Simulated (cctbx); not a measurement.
# Resonant diffraction in Y6InGaSe10S2

Space group P2_12_12 (no. 18), a = 13.8390 Å, b = 16.8310 Å, c = 4.0190 Å, α = 90.00°, β = 90.00°, γ = 90.00°.

| atom | mult. | x | y | z | Ueq (Å²) |
| --- | --- | --- | --- | --- | --- |
| In1 | 2 | 0 | 0 | 0.6057 | 0.0231 |
| Y1 | 4 | 0.8091 | 0.6411 | 0.2517 | 0.0274 |
| Y2 | 4 | 0.7492 | 0.8888 | 0.7333 | 0.0272 |
| Y3 | 4 | 0.5378 | 0.7244 | 0.7490 | 0.0260 |
| Se1 | 4 | 0.5178 | 0.8949 | 0.7599 | 0.0218 |
| Se2 | 4 | 0.8828 | 0.7420 | 0.7752 | 0.0229 |
| Se3 | 4 | 0.6816 | 0.7814 | 0.2432 | 0.0233 |
| Se4 | 4 | 0.6116 | 0.6151 | 0.2537 | 0.0237 |
| Se5 | 4 | 0.8926 | 0.9065 | 0.2359 | 0.0294 |
| Ga1 | 2 | 1/2 | 0 | 0.2535 | 0.0273 |
| S1 | 4 | 0.8050 | 0.5193 | 0.7587 | 0.0355 |

The model was made for the exercise: a known structure type with other elements put in, its volume estimated, not relaxed; displacement parameters are assumed.

Calculated with cctbx: free-atom f′ and f″ from the Sasaki tables, no fine structure; amplitudes in electrons.

How do |F(hkl)| and |F(−h−k−l)| change across the In K edge?

```text
E (eV)    f'(In)   f''           |F|0 1 1        |F|0 0 1        |F|2 0 0        |F|3 2 0
  27340   -3.38   0.58      161.8/ 161.8     38.0/  38.0     81.6/  81.6     82.3/  82.3
  27690   -4.16   0.57      160.9/ 160.9     36.8/  36.8     80.0/  80.0     82.3/  82.3
  27820   -4.83   0.56      160.1/ 160.1     35.7/  35.7     78.6/  78.6     82.3/  82.3
  27880   -5.47   0.56      159.4/ 159.4     34.8/  34.8     77.4/  77.4     82.3/  82.3
  27910   -6.11   0.56      158.6/ 158.6     33.8/  33.8     76.1/  76.1     82.3/  82.3
  27925   -6.73   0.56      157.9/ 157.9     32.9/  32.9     74.9/  74.9     82.3/  82.3
  27932   -7.29   0.56      157.2/ 157.2     32.0/  32.0     73.8/  73.8     82.3/  82.3
  27936   -7.80   0.56      156.6/ 156.6     31.2/  31.2     72.7/  72.7     82.3/  82.3
  27944   -8.79   3.58      155.6/ 155.6     30.1/  30.1     71.0/  71.0     82.3/  82.3
  27948   -7.81   3.58      156.8/ 156.8     31.6/  31.6     73.0/  73.0     82.3/  82.3
  27955   -6.94   3.58      157.9/ 157.9     32.9/  32.9     74.7/  74.7     82.3/  82.3
  27970   -6.20   3.57      158.7/ 158.7     34.0/  34.0     76.2/  76.2     82.3/  82.3
  28000   -5.50   3.57      159.6/ 159.6     35.1/  35.1     77.5/  77.5     82.3/  82.3
  28090   -4.58   3.55      160.7/ 160.7     36.5/  36.5     79.3/  79.3     82.3/  82.3
  28340   -3.59   3.50      161.9/ 161.9     38.0/  38.0     81.3/  81.3     82.4/  82.4
```

The edge is at 27940 eV. f′ of In falls from -4.8 e at 27820 eV to -7.8 e at 4 eV below it, and f″ steps from 0.56 to 3.58 e across it. Over that approach |F| changes by -2 % (0 1 1), -13 % (0 0 1), -8 % (2 0 0) and +0 % (3 2 0): a reflection falls where In scatters in phase with the total and rises where it scatters against it; it hardly moves where the In term is small or cancels by symmetry or lies in quadrature to the total. The f″ term interferes with the normal scattering with opposite sign for the two Friedel mates. These reflections are centric, so their Friedel mates stay equal.

[Logs are printed without paths, hosts, clocks, repeated set-up lines and the standing remarks that a program may print on its own settings, such as how far it seeks lower states.]
